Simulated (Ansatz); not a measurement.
**G0W0 on several functionals: CS2NF5 (P-1)**

One-shot GW is not self-consistent; how far does the start matter for CS2NF5 (P-1)?

Program: Ansatz 0.2.0. Level of theory: G0W0 on several functionals, plane waves, PAW. Results are calculated unless marked as measured.

## 1. The starting structure

The cell holds 18 atoms: 2 C, 4 S, 2 N and 10 F. Cell: a = 4.851 Å, b = 7.407 Å, c = 7.946 Å, α = 97.5°, β = 90.7°, γ = 91.9°. It derives from CS2NF5.

Geometry: measured cell, ions relaxed with PBE. The runs that relaxed it are not among those shown.

## 2. G0W0 on PBEsol

G0W0 replaces the xc potential by the self-energy, built once from these orbitals. Only a window of levels is corrected, while the sums run over the empty bands that the input names. This step takes PAW set soft_1 files.

This step: G0W0 on PBEsol, plane waves, PAW; PAW set soft_1.

Input file input.yaml:

```yaml
crystal:
  lattice:
    - [4.851, 0.0, 0.0]
    - [-0.2429962821, 7.4030130222, 0.0]
    - [-0.0929160701, -1.0366422871, 7.8775412009]
  atoms:
    - { symbol: C, position: [0.3704668563, 0.511281436, 0.7789674265] }
    - { symbol: C, position: [0.6295331437, 0.488718564, 0.2210325735] }
    - { symbol: S, position: [0.5069110792, 0.6743134807, 0.7030080864] }
    - { symbol: S, position: [0.4930889208, 0.3256865193, 0.2969919136] }
    - { symbol: S, position: [0.1123244275, 0.1912861656, 0.7728123248] }
    - { symbol: S, position: [0.8876755725, 0.8087138344, 0.2271876752] }
    - { symbol: "N", position: [0.2695326305, 0.3914099602, 0.8545470961] }
    - { symbol: "N", position: [0.7304673695, 0.6085900398, 0.1454529039] }
    - { symbol: F, position: [0.9498932602, 0.2824875867, 0.6277270521] }
    - { symbol: F, position: [0.0501067398, 0.7175124133, 0.3722729479] }
    - { symbol: F, position: [0.2661306003, 0.0907955868, 0.9117928285] }
    - { symbol: F, position: [0.7338693997, 0.9092044132, 0.0882071715] }
    - { symbol: F, position: [0.9605213198, -0.0004253749, 0.7012299471] }
    - { symbol: F, position: [0.0394786802, 1.0004253749, 0.2987700529] }
    - { symbol: F, position: [0.860244641, 0.2319621255, 0.89906027] }
    - { symbol: F, position: [0.139755359, 0.7680378745, 0.10093973] }
    - { symbol: F, position: [0.3582205304, 0.1401040865, 0.6410071536] }
    - { symbol: F, position: [0.6417794696, 0.8598959135, 0.3589928464] }
kpoints:
  mp_grid: { grid: [4, 2, 2] }
hamiltonian:
  xc: pbesol
  pseudopotentials: { kind: paw, azcp: { folder: soft_1 }, xc_functional: pbe }
scf:
  occupations: { method: fixed }
gw:
  n_empty_bands: 1064
  ecut_chi: 140.0
  qp_bands: [v4, c4]
  qp_kpoints: band_edges
  screening: { model: contour_deformation }
```

Launch:

```
$ ansatz run input.yaml --threads 2 --pin off --max-ram 92160MiB --backend cuda --events-out ev --progress --plain --runs-dir out --devices 1 --max-vram 13GiB
```

Numbers of over 12 decimals in the logs are rounded to 6 here.

Output:

```text
GPUs: using 1 of 1 available (devices: 1).
Engine: ansatz 0.2.0, x86_64-unknown-linux-gnu
Pseudopotentials: kind: paw
Pseudopotential: C, paw, valence charge 4, recommended cutoff 420 eV (normal), soft_1/C.paw.azcp
Pseudopotential: S, paw, valence charge 6, recommended cutoff 420 eV (normal), soft_1/S.paw.azcp
Pseudopotential: N, paw, valence charge 5, recommended cutoff 420 eV (normal), soft_1/N.paw.azcp
Pseudopotential: F, paw, valence charge 7, recommended cutoff 420 eV (normal), soft_1/F.paw.azcp
Functional definition: PBEsol
  exchange = pbesol_x
  correlation = pbesol_c
device memory: the entry about to start is reckoned to put 3.2 GiB on a device that reports 53.7 GiB free (of which the cap on the GPU budget leaves the run 13.0 GiB)
GPU FFT provider: cuFFT
GPU libraries: cuBLAS 13.8.2, cuFFT 12.4.0, cuSOLVER 12.3.4
Crystal: 18 atoms, lattice volume = 282.898 Å³
Basis set: ecut = 420 eV, 5521 PW (Γ)
Bands: 74, of which v1, the nominal top of the filled ones, is band 56 counted from 1 (55 counted from 0)
Symmetry: 2 space group operations
Space group: P-1 (ITA 2), of the structure as read, at distance tolerance 6.6e-5 Å
k-points: 12 of 16
Non-local potential: C, projectors of the file, l = 0: 2, l = 1: 2, l = 2: 1
Non-local potential: S, projectors of the file, l = 0: 2, l = 1: 2, l = 2: 1
Non-local potential: N, projectors of the file, l = 0: 2, l = 1: 2, l = 2: 1
Non-local potential: F, projectors of the file, l = 0: 2, l = 1: 2, l = 2: 1
PAW form: soft (Blöchl's): semilocal exchange-correlation on the pseudo side does not see the compensation charge
PAW frozen core: C, regenerated for the run's functional, and the local potential with it (the file was generated under x = pbe(κ = 0.804, μ = 0.219515), c = pbe(β = 0.066725))
PAW frozen core: S, regenerated for the run's functional, and the local potential with it (the file was generated under x = pbe(κ = 0.804, μ = 0.219515), c = pbe(β = 0.066725))
PAW frozen core: N, regenerated for the run's functional, and the local potential with it (the file was generated under x = pbe(κ = 0.804, μ = 0.219515), c = pbe(β = 0.066725))
PAW frozen core: F, regenerated for the run's functional, and the local potential with it (the file was generated under x = pbe(κ = 0.804, μ = 0.219515), c = pbe(β = 0.066725))
PAW one-centre angular grid: C, 110 points (default); XC on 64 Gauss nodes
PAW one-centre angular grid: S, 110 points (default); XC on 64 Gauss nodes
PAW one-centre angular grid: N, 110 points (default); XC on 64 Gauss nodes
PAW one-centre angular grid: F, 110 points (default); XC on 64 Gauss nodes
Initial density: superposition of atomic densities (chi_scale 0.1, normalization cell, long waves 74 % of neutral atoms (reshape's long-wave potential 1.74 eV rms, cloud 1.62 Å wide))
Initial wavefunctions: pseudopotential atomic-orbital guess
GPU buffer pool allocated for 97200 grid points (all kernels)
GPU transforms: local potential and band sums: pruned to the plane-wave sphere, on 36×50×54
Functional: x = pbesol(κ = 0.804, μ = 0.123457), c = pbesol(β = 0.046)
SCF iter   1: F=—  HF=-12799.240185 eV  |F-HF|=—  |Δ(HF+E_count)|=         —  Δρ=1.10e-1  dr2=4.75e1  ethr=3.10e-3  ⟨swp⟩=5.0  Hψ=3803  notcnv=0  defer=192
preconditioner: auto → Resta (q_TF=auto, 2.338 Å⁻¹)  ε∞=3.3  [insulator: Δε(μ)=1.835 eV  Ē_g=15.536 eV  n_scr=62 (ndim 8)  ℏωp=23.4 eV  f_vac=0.182  ε∞_Penn≈3.3]
SCF iter   2: F=—  HF=-12786.775469 eV  |F-HF|=—  |Δ(HF+E_count)|=    1.25e1  Δρ=4.89e-2  dr2=8.16e0  ethr=3.10e-3  ⟨swp⟩=4.9  Hψ=2307  notcnv=0  defer=192
SCF iter   3: F=—  HF=-12784.895272 eV  |F-HF|=—  |Δ(HF+E_count)|=    1.88e0  Δρ=2.35e-2  dr2=1.47e0  ethr=3.10e-3  ⟨swp⟩=3.3  Hψ=1499  notcnv=0  defer=190
SCF iter   4: F=—  HF=-12784.488089 eV  |F-HF|=—  |Δ(HF+E_count)|=   4.07e-1  Δρ=8.95e-3  dr2=1.66e-1  ethr=1.32e-3  ⟨swp⟩=3.1  Hψ=1585  notcnv=0  defer=192
SCF iter   5: F=—  HF=-12784.457231 eV  |F-HF|=—  |Δ(HF+E_count)|=   3.09e-2  Δρ=3.39e-3  dr2=4.68e-2  ethr=1.48e-4  ⟨swp⟩=2.0  Hψ=1608  notcnv=0  defer=192
SCF iter   6: F=—  HF=-12784.448867 eV  |F-HF|=—  |Δ(HF+E_count)|=   8.36e-3  Δρ=9.81e-4  dr2=3.33e-3  ethr=4.18e-5  ⟨swp⟩=2.3  Hψ=1324  notcnv=0  defer=192
SCF iter   7: F=—  HF=-12784.450151 eV  |F-HF|=—  |Δ(HF+E_count)|=   1.28e-3  Δρ=3.77e-4  dr2=3.13e-4  ethr=2.98e-6  ⟨swp⟩=2.1  Hψ=1239  notcnv=0  defer=192
SCF iter   8: F=—  HF=-12784.450265 eV  |F-HF|=—  |Δ(HF+E_count)|=   1.14e-4  Δρ=2.25e-4  dr2=8.67e-5  ethr=2.79e-7  ⟨swp⟩=2.0  Hψ=1360  notcnv=0  defer=192
SCF iter   9: F=—  HF=-12784.450270 eV  |F-HF|=—  |Δ(HF+E_count)|=   4.72e-6  Δρ=5.72e-5  dr2=7.60e-6  ethr=7.74e-8  ⟨swp⟩=2.0  Hψ=1303  notcnv=0  defer=192
SCF iter  10: F=—  HF=-12784.450278 eV  |F-HF|=—  |Δ(HF+E_count)|=   7.51e-6  Δρ=2.38e-5  dr2=1.11e-6  ethr=6.79e-9  ⟨swp⟩=2.8  Hψ=1656  notcnv=0  defer=192
SCF iter  11: F=—  HF=-12784.450278 eV  |F-HF|=—  |Δ(HF+E_count)|=   5.21e-7  Δρ=1.51e-5  dr2=4.49e-7  ethr=9.94e-10  ⟨swp⟩=2.0  Hψ=1392  notcnv=0  defer=192
SCF iter  12: F=-12784.450278 eV  HF=-12784.450278 eV  |F-HF|=2.69e-8  |Δ(HF+E_count)|=   4.28e-8  Δρ=3.46e-6  dr2=4.26e-8  ethr=8.93e-11  ⟨swp⟩=13.5  Hψ=5404  notcnv=0
SCF 1 converged in 12 iterations: F = -12784.450278 eV  dr2 = 4.26e-8
  greatest PAW one-centre occupation: 0.935 electrons in one spin orbital (limit 2), on the F atom at site 11 (counted from 0), in its partial waves of l = 0
device memory: the entry about to start is reckoned to put 3.8 GiB (of the 3.9 GiB reckoned in all, the device holds 0.1 GiB already) on a device that reports 52.7 GiB free (of which the cap on the GPU budget leaves the run 12.9 GiB)
NSCF: frozen V_eff on 12 k-points
the band table was solved once the SCF had ended and its energy, with any forces and stress, was formed, with the checks that follow a solve (3797 applications of the Hamiltonian). They found nothing against the state; the energy, forces and stress were not computed again (output.eigenvalues in the input reference)
device memory: the entry about to start is reckoned to put 7.2 GiB on a device that reports 52.5 GiB free (of which the cap on the GPU budget leaves the run 13.0 GiB)
NSCF: frozen V_eff on 12 k-points
G₀W₀ screening: q 1/12
[... further progress lines ...]
SCF converged after 12 iterations
Free energy (F): -12784.450278 eV
Harris-Foulkes:  -12784.450278 eV  (|F-HF|=2.69e-8)
Internal energy: -12784.450278 eV  (E = F + TS)
E sigma→0 (E₀):  -12784.450278 eV
Fermi energy:    0.766808 eV
--- Per-component energies (eV) ---
  E_band       = -962.296612
  E_kinetic    = 2833.379532
  E_local      = -10995.288834  (includes V_loc(G=0)·N_el)
  E_nonlocal   = 1125.567887
  E_hartree    = 4226.763399
  E_xc         = -1310.434956
  E_vxc        = -1559.799693  (∫ρ·V_xc dr)
  E_paw        = -4786.718044  (= ΣΔE_a)
  E_vpaw       = -819.698332  (= ΣTr[D̂ρ^β])
  E_aug_tail   = 0.008910  (compensation charges beyond the density's cutoff)
  E_ewald      = -3878.498795
  E_core_change = 0.770623  (= ΣΔE_core)
  E_smearing   = -0.000000  (= −TS)
  E_closure    = 0.000000  (closes the sum)
  Σ components = -12784.450278   (vs F -12784.450278, Δ=0.00e0)
--- Band table (eV; the first three rows and the last of 12) ---
  k-point 0: bands = [... 52 lower, 0.0320, 0.1312, 0.6914, 0.7459, 3.7093, 4.0239, 5.3578, 5.4501, ... 14 higher]
  k-point 1: bands = [... 52 lower, -0.1056, 0.3720, 0.6409, 0.7045, 3.7619, 3.9821, 5.2230, 5.5634, ... 14 higher]
  k-point 2: bands = [... 52 lower, 0.0472, 0.1076, 0.7468, 0.7668, 3.7713, 3.8111, 5.5566, 5.5928, ... 14 higher]
  k-point 11: bands = [... 52 lower, -0.2598, 0.4878, 0.6304, 0.6624, 3.8540, 3.8882, 5.5295, 5.5837, ... 14 higher]
--- G₀W₀: contour deformation, 6 samples at zero and on the imaginary axis and 1 off it, 16 q-points, 1064 empty bands' worth ---
  eigenvalues of the whole cell's RPA ε∞ on this k-mesh (on a slab, of 1 + 4πα/V) = 1.9034, 1.9673, 2.8242; static W/v taken at q = 0 is 0.449621
  gw.qp_kpoints: band_edges: 12 of 12 stored k-points solved, in 1 pass; an edge of the gap read off the rows below is read off those points alone
    ik  band        ε_KS         Σx   Σc(E_QP)       V_xc       Z   E_QP_lin       E_QP  E_QP is
     0    53      0.0320   -19.3728     1.8303   -15.8823  0.7880    -1.6721    -1.6283  root
     0    54      0.1312   -19.6495     1.8029   -16.2034  0.7889    -1.5534    -1.5120  root
     0    55      0.6914   -19.2389     1.6872   -15.8432  0.7937    -1.0587    -1.0171  root
     0    56      0.7459   -19.3786     1.6953   -15.9773  0.7939    -1.0007    -0.9601  root
     0    57      3.7093   -14.4181    -3.3116   -19.7544  0.8103     5.7806     5.7340  root
     0    58      4.0239   -13.8615    -3.2974   -19.1538  0.8043     6.0688     6.0188  root
     0    59      5.3578   -10.3484    -3.7308   -15.8565  0.8127     7.1813     7.1351  root
     0    60      5.4501   -12.9643    -3.9166   -18.9633  0.7992     7.6173     7.5325  root
     1    53     -0.1056   -19.8037     1.9987   -16.1467  0.7872    -1.8095    -1.7639  root
     1    54      0.3720   -19.3271     1.5481   -16.1777  0.7889    -1.2647    -1.2294  root
     1    55      0.6409   -19.2606     1.7514   -15.7810  0.7941    -1.1316    -1.0874  root
     1    56      0.7045   -19.3287     1.7201   -15.8937  0.7941    -1.0524    -1.0104  root
     1    57      3.7619   -14.0467    -3.3253   -19.3823  0.8092     5.8181     5.7721  root
     1    58      3.9821   -13.9498    -3.2837   -19.2291  0.8051     6.0269     5.9777  root
     1    59      5.2230   -11.9662    -3.8058   -17.7249  0.8114     7.2370     7.1759  root
     1    60      5.5634   -10.7744    -3.5986   -16.2273  0.8055     7.4669     7.4177  root
     2    53      0.0472   -19.3687     1.8341   -15.8718  0.7884    -1.6594    -1.6157  root
     2    54      0.1076   -19.5840     1.8077   -16.1264  0.7890    -1.5848    -1.5422  root
     2    55      0.7468   -19.3995     1.6934   -16.0063  0.7940    -0.9931    -0.9530  root
     2    56      0.7668   -19.4088     1.6957   -16.0090  0.7940    -0.9775    -0.9373  root
     2    57      3.7713   -14.3786    -3.2817   -19.6924  0.8078     5.8512     5.8035  root
     2    58      3.8111   -14.0223    -3.2584   -19.2676  0.8079     5.8434     5.7980  root
     2    59      5.5566   -12.4691    -3.9117   -18.3863  0.7971     7.6417     7.5622  root
     2    60      5.5928    -9.8439    -3.4569   -15.0699  0.8097     7.3974     7.3619  root
[...]
11    53     -0.2598   -19.6726     2.0484   -15.9550  0.7865    -1.9803    -1.9290  root
    11    54      0.4878   -19.4103     1.5268   -16.2815  0.7894    -1.1479    -1.1142  root
    11    55      0.6304   -19.3464     1.7700   -15.8601  0.7940    -1.1292    -1.0859  root
    11    56      0.6624   -19.4102     1.7611   -15.9434  0.7943    -1.0848    -1.0432  root
    11    57      3.8540   -14.1348    -3.2931   -19.4480  0.8074     5.9213     5.8741  root
    11    58      3.8882   -13.7884    -3.2933   -19.0676  0.8060     5.9208     5.8740  root
    11    59      5.5295   -12.9638    -3.9442   -19.0051  0.7994     7.7118     7.6266  root
    11    60      5.5837   -10.7362    -3.6402   -16.2388  0.8049     7.4958     7.4461  root
```

Run time: 87 s. Hardware: 1 × NVIDIA H100 80GB HBM3 (shared by 6 runs) with 2 threads of AMD EPYC 7R13 (Zen 3), shared host; peak memory 4.2 GiB.

The column dr2 measures how far the density is from self-consistency, as an energy; F and HF (Harris–Foulkes) agree once it is small.

Numbers from this step:

| Item | Value |
| --- | --- |
| bands summed | 1120 |
| RPA ε∞ on this mesh (eigenvalues) | 1.903, 1.967, 2.824 |
| plane waves in the screening matrix | 1057 |
| q-points in the mesh | 16 |
| G0W0 gap on the mesh | 6.628 eV |
| k of the valence top | 0, -0.5, 0 |
| k of the conduction bottom | 0, -0.5, -0.5 |
| starting gap on the mesh | 2.920 eV |
| Z at the valence top | 0.7940 |
| Z at the conduction bottom | 0.8095 |
| least direct G0W0 gap on the computed points | 6.641 eV |

The gap on the mesh goes from 2.92 eV to 6.63 eV, a correction of +3.71 eV. Between the two edge states, bare exchange in place of the xc potential would open the gap by 8.68 eV, and correlation takes back 4.97 eV.

(Continued in part 2 of 2.)

[Paths, hosts, dates, memory and timing lines, banners, echoed tables and standing remarks are left out of the program output.]

[Logs are printed without paths, hosts, clocks, repeated set-up lines and the standing remarks that a program may print on its own settings, such as how far it seeks lower states.]

[Runs of the session that timed out or met a known fault of the program may be left out.]

[Cells called generated may have been cut or substituted from an entry of the Crystallography Open Database or the Materials Project.]

[Hosts, paths, dates, database ids (printed as entryN), source tags and the programs' standing remarks are cut or masked in the printed files.]
